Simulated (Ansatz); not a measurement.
# Band gap of SrTiO3 (I4/mcm) from density functionals to GW

What gap does each level of theory give for SrTiO3 (I4/mcm), and in what time?

Calculated with Ansatz 0.2.0; density functionals, hybrids and G0W0, plane waves, PAW.

Most raw output is cut from this account.

In doubt: the elements are of a kind flagged for part-filled d or f shells, though by formal charges that shell is empty here, so the flag may not apply; masses and optical values from hybrid runs of this build are listed as unsure (steps 7, 8), which bears on the screening that GW takes from such a start.

## (1) Starting point

The structure is tetragonal, space group I4/mcm (No. 140). Conventional cell: a = 5.511 Å, b = 5.511 Å, c = 7.796 Å, α = 90.00°, β = 90.00°, γ = 90.00°. Sr has 12 O at 2.73 to 2.78 Å nearest. Nearest to Ti lie 6 O at 1.95 Å. O has 2 Ti at 1.95 Å and 4 Sr at 2.76 Å nearest. Nearest to O lie 2 Ti at 1.95 Å and 4 Sr at 2.73 to 2.78 Å. Farther neighbours and most contacts between anions are not listed.

Structure file:

```cif
data_structure
_symmetry_space_group_name_H-M 'P 1'
_symmetry_Int_Tables_number 1
_cell_length_a 5.5118
_cell_length_b 5.5118
_cell_length_c 5.5118
_cell_angle_alpha 120.010
_cell_angle_beta 120.010
_cell_angle_gamma 89.983
_cell_volume 118.39
loop_
_atom_site_label
_atom_site_type_symbol
_atom_site_fract_x
_atom_site_fract_y
_atom_site_fract_z
_atom_site_occupancy
Sr1 Sr 0.75000 0.25000 0.50000 1
Sr2 Sr 0.25000 0.75000 0.50000 1
Ti3 Ti 0.00000 0.00000 0.00000 1
Ti4 Ti 0.50000 0.50000 0.00000 1
O5 O 0.25000 0.25000 0.00000 1
O6 O 0.75000 0.75000 0.00000 1
O7 O 0.74510 0.24510 0.99020 1
O8 O 0.24510 0.25490 0.50000 1
O9 O 0.25490 0.75490 0.00980 1
O10 O 0.75490 0.74510 0.50000 1
```

The cell and positions come from the Crystallography Open Database and are kept as given unless a step says otherwise.

The logs state that the PAW files were generated under PBE.

## (2) PBE on the 6×6×6 mesh

Levels along a band path and on the mesh show where this functional puts the band edges.

This step: DFT, PBE, plane waves, PAW; PAW set soft_1.

Contents of input.yaml:

```yaml
crystal:
  lattice:
    - [-2.7555, 2.7555, 3.898]
    - [2.7555, -2.7555, 3.898]
    - [2.7555, 2.7555, -3.898]
  atoms:
    - { symbol: Sr, position: [0.75, 0.25, 0.5] }
    - { symbol: Sr, position: [0.25, 0.75, 0.5] }
    - { symbol: Ti, position: [0.0, 0.0, 0.0] }
    - { symbol: Ti, position: [0.5, 0.5, 0.0] }
    - { symbol: O, position: [0.25, 0.25, 0.0] }
    - { symbol: O, position: [0.75, 0.75, 0.0] }
    - { symbol: O, position: [0.7451, 0.2451, 0.9902] }
    - { symbol: O, position: [0.2451, 0.2549, 0.5] }
    - { symbol: O, position: [0.2549, 0.7549, 0.0098] }
    - { symbol: O, position: [0.7549, 0.7451, 0.5] }
kpoints:
  mp_grid: { grid: [6, 6, 6] }
  band_path:
    path:
      - [[0.0, 0.0, 0.0], [0.0, 0.0, 0.5], [0.25, 0.25, 0.25], [0.0, 0.5, 0.0], [0.0, 0.0, 0.0], [0.5, 0.5, -0.5], [0.37492725, 0.62507275, -0.37492725]]
      - [[-0.37492725, 0.37492725, 0.37492725], [0.0, 0.0, 0.0]]
      - [[0.0, 0.0, 0.5], [-0.24985449, 0.24985449, 0.5]]
      - [[0.5, 0.5, -0.24985449], [0.5, 0.5, -0.5]]
    npoints: 10
hamiltonian:
  xc: pbe
  pseudopotentials: { kind: paw, azcp: { folder: soft_1 } }
scf:
  occupations: { method: fermi_dirac, width: 0.02 }
  n_extra_bands: 7
output:
  eigenvalues: true
  forces: true
  stress: true
  write_density: true
  write_potential: true
  elf: true
  volumetric_format: npy
```

On the command line:

```sh
$ ansatz run input.yaml --threads 4 --pin off --max-ram 138240MiB --backend cuda --events-out ev --progress --plain --runs-dir out --devices 1 --max-vram 26GiB
```

Wall time 7.3 s (1 × NVIDIA H100 80GB HBM3 (shared by 3 runs) with 4 threads of AMD EPYC 7R13 (Zen 3), shared host); peak memory 0.99 GiB.

This step gave:

```yaml
pressure: 5.470 GPa
filled_bands: 40
gap: 1.908 eV
valence_top_at: Γ
conduction_bottom_at: Γ
least_direct_gap: 1.908 eV
```

Over mesh and path the gap is 1.908 eV, direct, at k = Γ. The pressure in this cell is 5 GPa; the cell is kept.

## (3) PBE+SOC on the 6×6×6 mesh

This run has two-component orbitals with spin-orbit coupling.

This step: DFT, PBE with spin-orbit coupling, plane waves, PAW; PAW set soft_1.

Contents of input.yaml:

```yaml
crystal:
  lattice:
    - [-2.7555, 2.7555, 3.898]
    - [2.7555, -2.7555, 3.898]
    - [2.7555, 2.7555, -3.898]
  atoms:
    - { symbol: Sr, position: [0.75, 0.25, 0.5] }
    - { symbol: Sr, position: [0.25, 0.75, 0.5] }
    - { symbol: Ti, position: [0.0, 0.0, 0.0] }
    - { symbol: Ti, position: [0.5, 0.5, 0.0] }
    - { symbol: O, position: [0.25, 0.25, 0.0] }
    - { symbol: O, position: [0.75, 0.75, 0.0] }
    - { symbol: O, position: [0.7451, 0.2451, 0.9902] }
    - { symbol: O, position: [0.2451, 0.2549, 0.5] }
    - { symbol: O, position: [0.2549, 0.7549, 0.0098] }
    - { symbol: O, position: [0.7549, 0.7451, 0.5] }
kpoints:
  mp_grid: { grid: [6, 6, 6] }
  band_path:
    path:
      - [0.0, 0.0, 0.0]
      - [0.0, 0.0, 0.5]
      - [0.25, 0.25, 0.25]
      - [0.0, 0.5, 0.0]
      - [0.5, 0.5, -0.5]
      - [0.37492725, 0.62507275, -0.37492725]
      - [-0.37492725, 0.37492725, 0.37492725]
      - [-0.24985449, 0.24985449, 0.5]
    npoints: 1
hamiltonian:
  xc: pbe
  pseudopotentials: { kind: paw_fr, azcp: { folder: soft_1 } }
scf:
  occupations: { method: fixed }
  n_extra_bands: 14
magnetization:
  noncollinear: true
  spin_orbit: true
output:
  eigenvalues: true
  forces: true
  stress: true
```

Run time: 8.7 s. Hardware: 1 × NVIDIA H100 80GB HBM3 (shared by 3 runs) with 4 threads; peak memory 1.1 GiB.

Numbers from this step:

- pressure: 5.471 GPa
- gap: 1.893 eV
- valence top at: Γ
- conduction bottom at: Γ
- least direct gap: 1.893 eV

Over mesh and listed points the gap is 1.893 eV, direct, at k = Γ. The pressure in this cell is 5 GPa; the cell is kept. PBE+SOC against PBE: 1.893 − 1.908 = −0.015 eV, with the same mesh, set of files (read in its fully relativistic form for the spin-orbit run) and cutoff, and both edges at the same k points. The spin-orbit run sees mesh and listed points alone, so its gap is an upper bound: the coupling can move an edge off these points, and the change over the zone, its sign included where it is small, is not known.

## (4) HSE06 on the 4×4×4 mesh

HSE06 mixes in a quarter of exact exchange at short range.

This step: DFT, HSE06, plane waves, PAW; PAW set soft_1.

input.yaml, as its differences from that of step 3:

```diff
@@ -17,3 +17,3 @@
 kpoints:
-  mp_grid: { grid: [6, 6, 6] }
+  mp_grid: { grid: [4, 4, 4] }
   band_path:
@@ -30,13 +30,12 @@
 hamiltonian:
-  xc: pbe
-  pseudopotentials: { kind: paw_fr, azcp: { folder: soft_1 } }
+  xc: hse06
+  pseudopotentials: { kind: paw, azcp: { folder: soft_1 } }
 scf:
   occupations: { method: fixed }
-  n_extra_bands: 14
-magnetization:
-  noncollinear: true
-  spin_orbit: true
+  n_extra_bands: 7
 output:
   eigenvalues: true
-  forces: true
-  stress: true
+  write_density: true
+  write_potential: true
+  elf: true
+  volumetric_format: npy
```

Elapsed: 20 s, on 1 × NVIDIA H100 80GB HBM3 (shared by 3 runs) with 4 threads; peak memory 1.4 GiB.

Numbers from this step:

* gap: 3.363 eV
* valence top at: Γ
* conduction bottom at: Γ
* least direct gap: 3.363 eV
* exact-exchange fraction: 0.25

Over mesh and listed points the gap is 3.363 eV, direct, at k = Γ. HSE06 against PBE: 3.363 − 1.908 = +1.455 eV. The runs also differ in mesh (6×6×6 and 4×4×4), so how much of this comes from the functional alone is not known.

## (5) HSE06+SOC on the 4×4×4 mesh

This step: DFT, HSE06 with spin-orbit coupling, plane waves, PAW; PAW set soft_1.

input.yaml, as its differences from that of step 4:

```diff
@@ -31,11 +31,10 @@
   xc: hse06
-  pseudopotentials: { kind: paw, azcp: { folder: soft_1 } }
+  pseudopotentials: { kind: paw_fr, azcp: { folder: soft_1 } }
 scf:
   occupations: { method: fixed }
-  n_extra_bands: 7
+  n_extra_bands: 14
+magnetization:
+  noncollinear: true
+  spin_orbit: true
 output:
   eigenvalues: true
-  write_density: true
-  write_potential: true
-  elf: true
-  volumetric_format: npy
```

Wall time 82 s (1 × NVIDIA H100 80GB HBM3 (shared by 3 runs) with 4 threads); peak memory 2.9 GiB; 4 min of CPU time.

This step gave:

- gap: 3.347 eV
- valence top at: Γ
- conduction bottom at: Γ
- least direct gap: 3.347 eV
- exact-exchange fraction: 0.25

Over mesh and listed points the gap is 3.347 eV, direct, at k = Γ. HSE06+SOC against HSE06: 3.347 − 3.363 = −0.016 eV, with the same mesh, set of files (read in its fully relativistic form for the spin-orbit run) and cutoff, and both edges at the same k points. The spin-orbit run sees mesh and listed points alone, so its gap is an upper bound: the coupling can move an edge off these points, and the change over the zone, its sign included where it is small, is not known.

## (6) G0W0@PBE, 4×4×4 mesh, 1991 empty bands, screening to 380 eV, hard PAW files

G0W0 replaces the xc potential by a self-energy built once from the orbitals of the start. Levels are corrected in the window of bands that the input names, at points of the mesh.

This step: G0W0 on PBE, plane waves, PAW.

Contents of input.yaml:

```yaml
crystal:
  lattice:
    - [-2.7555, 2.7555, 3.898]
    - [2.7555, -2.7555, 3.898]
    - [2.7555, 2.7555, -3.898]
  atoms:
    - { symbol: Sr, position: [0.75, 0.25, 0.5] }
    - { symbol: Sr, position: [0.25, 0.75, 0.5] }
    - { symbol: Ti, position: [0.0, 0.0, 0.0] }
    - { symbol: Ti, position: [0.5, 0.5, 0.0] }
    - { symbol: O, position: [0.25, 0.25, 0.0] }
    - { symbol: O, position: [0.75, 0.75, 0.0] }
    - { symbol: O, position: [0.7451, 0.2451, 0.9902] }
    - { symbol: O, position: [0.2451, 0.2549, 0.5] }
    - { symbol: O, position: [0.2549, 0.7549, 0.0098] }
    - { symbol: O, position: [0.7549, 0.7451, 0.5] }
kpoints:
  mp_grid: { grid: [4, 4, 4] }
hamiltonian:
  xc: pbe
  pseudopotentials: { kind: paw, source: ansatz }
scf:
  occupations: { method: fixed }
gw:
  n_empty_bands: 1991
  ecut_chi: 380
  qp_bands: [v3, c3]
  qp_kpoints: band_edges
  screening: { model: contour_deformation }
```

Elapsed: 4.5 min, on 1 × NVIDIA H100 80GB HBM3 (shared by 3 runs) with 4 threads; peak memory 14 GiB; 8.8 min of CPU time.

This step gave:

- bands summed: 2031
- RPA ε∞ on this mesh (eigenvalues): 6.126, 6.126, 6.126
- plane waves in the screening matrix: 1989
- G0W0 gap over the corrected points: 3.559 eV
- k of the valence top: 0, 0, 0
- k of the conduction bottom: 0, 0, 0
- starting gap on the mesh: 1.895 eV
- Z at the valence top: 0.7132
- Z at the conduction bottom: 0.7367
- least direct G0W0 gap over the corrected points: 3.559 eV

Over 11 of 13 irreducible mesh points the G0W0 gap is 3.559 eV, direct, at k = Γ. The PBE gap of this run on the mesh is 1.895 eV. The two states that bound the G0W0 gap lie that far apart at the start, so the correction of the gap is 3.559 − 1.895 = +1.664 eV.

## (7) G0W0@HSE06, 4×4×4 mesh, 704 empty bands, screening to 190 eV, hard PAW files

This step: G0W0 on HSE06, plane waves, PAW.

input.yaml, as its differences from that of step 6:

```diff
@@ -19,3 +19,3 @@
 hamiltonian:
-  xc: pbe
+  xc: hse06
   pseudopotentials: { kind: paw, source: ansatz }
@@ -24,4 +24,4 @@
 gw:
-  n_empty_bands: 1991
-  ecut_chi: 380
+  n_empty_bands: 704
+  ecut_chi: 190.0
   qp_bands: [v3, c3]
```

It took 2.9 min on 1 × NVIDIA H100 80GB HBM3 (shared by 3 runs) with 4 threads; peak memory 4.4 GiB; 5.3 min of CPU time.

Numbers from this step:

```yaml
bands_summed: 744
rpa_eps_infinity_on_this_mesh_eigenvalues: 4.411, 4.411, 4.411
plane_waves_in_the_screening_matrix: 725
g0w0_gap_over_the_corrected_points: 3.820 eV
k_of_the_valence_top: 0, 0, 0
k_of_the_conduction_bottom: 0, 0, 0
starting_gap_on_the_mesh: 3.354 eV
z_at_the_valence_top: 0.7628
z_at_the_conduction_bottom: 0.7811
least_direct_g0w0_gap_over_the_corrected_points: 3.820 eV
```

Over 11 of 13 irreducible mesh points the G0W0 gap is 3.820 eV, direct, at k = Γ. The HSE06 gap of this run on the mesh is 3.354 eV. The two states that bound the G0W0 gap lie that far apart at the start, so the correction of the gap is 3.820 − 3.354 = +0.466 eV. G0W0@HSE06 against G0W0@PBE with 744 bands (a further run, in the table below): 3.820 − 3.489 = +0.331 eV, with the same mesh, files and cutoffs, and both edges at the same k points.

## (8) G0W0@PBE0, 4×4×4 mesh, 704 empty bands, screening to 190 eV, hard PAW files

This step: G0W0 on PBE0, plane waves, PAW.

input.yaml, as its differences from that of step 7:

```diff
@@ -19,3 +19,3 @@
 hamiltonian:
-  xc: hse06
+  xc: pbe0
   pseudopotentials: { kind: paw, source: ansatz }
```

It took 3.4 min on 1 × NVIDIA H100 80GB HBM3 (shared by 3 runs) with 4 threads; peak memory 4.3 GiB; 5.9 min of CPU time.

This step gave:

```yaml
bands_summed: 744
rpa_eps_infinity_on_this_mesh_eigenvalues: 4.108, 4.108, 4.108
plane_waves_in_the_screening_matrix: 725
g0w0_gap_over_the_corrected_points: 4.083 eV
k_of_the_valence_top: 0, 0, 0
k_of_the_conduction_bottom: 0, 0, 0
starting_gap_on_the_mesh: 4.099 eV
z_at_the_valence_top: 0.7764
z_at_the_conduction_bottom: 0.7937
least_direct_g0w0_gap_over_the_corrected_points: 4.083 eV
```

Over 11 of 13 irreducible mesh points the G0W0 gap is 4.083 eV, direct, at k = Γ. The PBE0 gap of this run on the mesh is 4.099 eV. The two states that bound the G0W0 gap lie that far apart at the start, so the correction of the gap is 4.083 − 4.099 = −0.016 eV. G0W0@PBE0 against G0W0@HSE06 with 744 bands: 4.083 − 3.820 = +0.263 eV, with the same mesh, files and cutoffs, and both edges at the same k points.

## (9) Gap and time by level

Each gap is the least one over the points named; times are wall times on shared hosts, not benchmarks. A G0W0 time includes the run's own self-consistent start. Runs with listed points see these and the mesh alone, so an edge that moves elsewhere is missed. Rows marked * are further runs, not shown as steps, whose inputs differ from the G0W0 step on the same start in the columns given; solver thresholds can differ too.

```
     level   mesh       files, cutoff  bands summed, screening                            points  gap (eV)  valence top  conduction bottom  least direct gap (eV)     time
       PBE  6×6×6  soft_1 PAW, 420 eV                        -                     mesh and path     1.908            Γ                  Γ                  1.908    7.3 s
   PBE+SOC  6×6×6  soft_1 PAW, 420 eV                        -            mesh and listed points     1.893            Γ                  Γ                  1.893    8.7 s
     HSE06  4×4×4  soft_1 PAW, 420 eV                        -            mesh and listed points     3.363            Γ                  Γ                  3.363     20 s
 HSE06+SOC  4×4×4  soft_1 PAW, 420 eV                        -            mesh and listed points     3.347            Γ                  Γ                  3.347     82 s
 G0W0@PBE*  4×4×4    hard PAW, 930 eV              350, 110 eV  11 of 13 irreducible mesh points     3.441            Γ                  Γ                  3.441     34 s
 G0W0@PBE*  4×4×4    hard PAW, 930 eV              744, 190 eV  11 of 13 irreducible mesh points     3.489            Γ                  Γ                  3.489     69 s
 G0W0@PBE*  4×4×4    hard PAW, 930 eV             1232, 270 eV  11 of 13 irreducible mesh points     3.529            Γ                  Γ                  3.529    2 min
  G0W0@PBE  4×4×4    hard PAW, 930 eV             2031, 380 eV  11 of 13 irreducible mesh points     3.559            Γ                  Γ                  3.559  4.5 min
 G0W0@PBE*  6×6×6    hard PAW, 930 eV              350, 110 eV  28 of 30 irreducible mesh points     3.446            Γ                  Γ                  3.446  4.1 min
G0W0@HSE06  4×4×4    hard PAW, 930 eV              744, 190 eV  11 of 13 irreducible mesh points     3.820            Γ                  Γ                  3.820  2.9 min
 G0W0@PBE0  4×4×4    hard PAW, 930 eV              744, 190 eV  11 of 13 irreducible mesh points     4.083            Γ                  Γ                  4.083  3.4 min
```

## (10) Results

```json
{
  "PBE, over mesh and path": "1.908 eV",
  "PBE+SOC, over mesh and listed points": "1.893 eV",
  "HSE06, over mesh and listed points": "3.363 eV",
  "HSE06+SOC, over mesh and listed points": "3.347 eV",
  "G0W0@PBE (2031 bands, 4×4×4), over 11 of 13 irreducible mesh points": "3.559 eV",
  "G0W0@HSE06, over 11 of 13 irreducible mesh points": "3.820 eV",
  "G0W0@PBE0, over 11 of 13 irreducible mesh points": "4.083 eV",
  "known limits": "finite bands, screening cutoff and k mesh; no spin-orbit coupling in G0W0"
}
```

What this shows: The rows run from 1.893 eV (PBE+SOC) to 4.083 eV (G0W0@PBE0). They differ in mesh, files, plane-wave cutoff, bands and screening cutoff of G0W0 and the points over which the gap was sought as well as in level, so only pairs that share these are like for like. PBE+SOC against PBE: 1.893 − 1.908 = −0.015 eV, with the same mesh, set of files (read in its fully relativistic form for the spin-orbit run) and cutoff, and both edges at the same k points. The spin-orbit run sees mesh and listed points alone, so its gap is an upper bound: the coupling can move an edge off these points, and the change over the zone, its sign included where it is small, is not known. HSE06+SOC against HSE06: 3.347 − 3.363 = −0.016 eV, with the same mesh, set of files (read in its fully relativistic form for the spin-orbit run) and cutoff, and both edges at the same k points. The spin-orbit run sees mesh and listed points alone, so its gap is an upper bound: the coupling can move an edge off these points, and the change over the zone, its sign included where it is small, is not known. G0W0@HSE06 against G0W0@PBE with 744 bands: 3.820 − 3.489 = +0.331 eV, with the same mesh, files and cutoffs, and both edges at the same k points. G0W0@PBE0 against G0W0@HSE06 with 744 bands: 4.083 − 3.820 = +0.263 eV, with the same mesh, files and cutoffs, and both edges at the same k points. G0W0@PBE (2031 bands, 4×4×4) moves the gap of its own start on the mesh by 3.559 − 1.895 = +1.664 eV, between the same two levels. Both edges that PBE shows over mesh and path lie at k points where levels were corrected. Levels at other points were not corrected, so a lower G0W0 gap elsewhere in the zone is not ruled out. G0W0@HSE06 moves the gap of its own start on the mesh by 3.820 − 3.354 = +0.466 eV, between the same two levels. Both edges that HSE06 shows over mesh and listed points lie at k points where levels were corrected. Levels at other points were not corrected, so a lower G0W0 gap elsewhere in the zone is not ruled out. G0W0@PBE0 moves the gap of its own start on the mesh by 4.083 − 4.099 = −0.016 eV, between the same two levels. No PBE0 run over points off the mesh is shown, so for G0W0@PBE0 the gap over the whole zone is not known. What spin-orbit coupling does to the G0W0 levels was not computed, so no sum with the G0W0 gap is formed. For G0W0@PBE: from 350 bands and 110 eV to 2031 bands and 380 eV the gap moves by 3.559 − 3.441 = +0.118 eV (rung by rung 3.441, 3.489, 3.529, 3.559 eV); bands and screening cutoff rise together, so their parts are not told apart. A line in one over the bands through the two highest rungs gives 3.559 + (3.559 − 3.529) × 1232 / (2031 − 1232) = 3.605 eV, and through the pair below 3.529 + (3.529 − 3.489) × 744 / (1232 − 744) = 3.590 eV. The two agree within 0.03 eV and the same two states bound the gap in each rung, so 3.605 eV is taken as an estimate of the limit on this mesh. The other G0W0 rows are shown at one basis each (744 bands), so their distance from the limit is not known here. With the 6×6×6 mesh in place of the 4×4×4 mesh and all else as in the G0W0@PBE row with 350 bands, the gap differs by 3.446 − 3.441 = +0.005 eV, and that of the start by 1.897 − 1.895 = +0.002 eV. The G0W0 runs are scalar-relativistic. G0W0 is shown with one set of atomic data (hard PAW), so the error from the files is not known here.

[Paths, hosts, dates, memory and timing lines, banners, echoed tables and standing remarks are left out of the program output.]

[Logs are printed without paths, hosts, clocks, repeated set-up lines and the standing remarks that a program may print on its own settings, such as how far it seeks lower states.]

[Runs of the session that timed out or met a known fault of the program may be left out.]

[Cells called generated may have been cut or substituted from an entry of the Crystallography Open Database or the Materials Project.]

[Hosts, paths, dates, database ids (printed as entryN), source tags and the programs' standing remarks are cut or masked in the printed files.]

[Where an RPA ε∞ is given, it is that of the G0W0 mesh and is not shown converged in it. Names of k-points follow the symmetry that the program found, which can be lower than the space group named. Band edges on a path are those of the sampled points; other points can move an edge, and change direct to indirect where valleys lie close.]

[Hybrid gaps are those of their k-mesh and are not shown converged in it.]
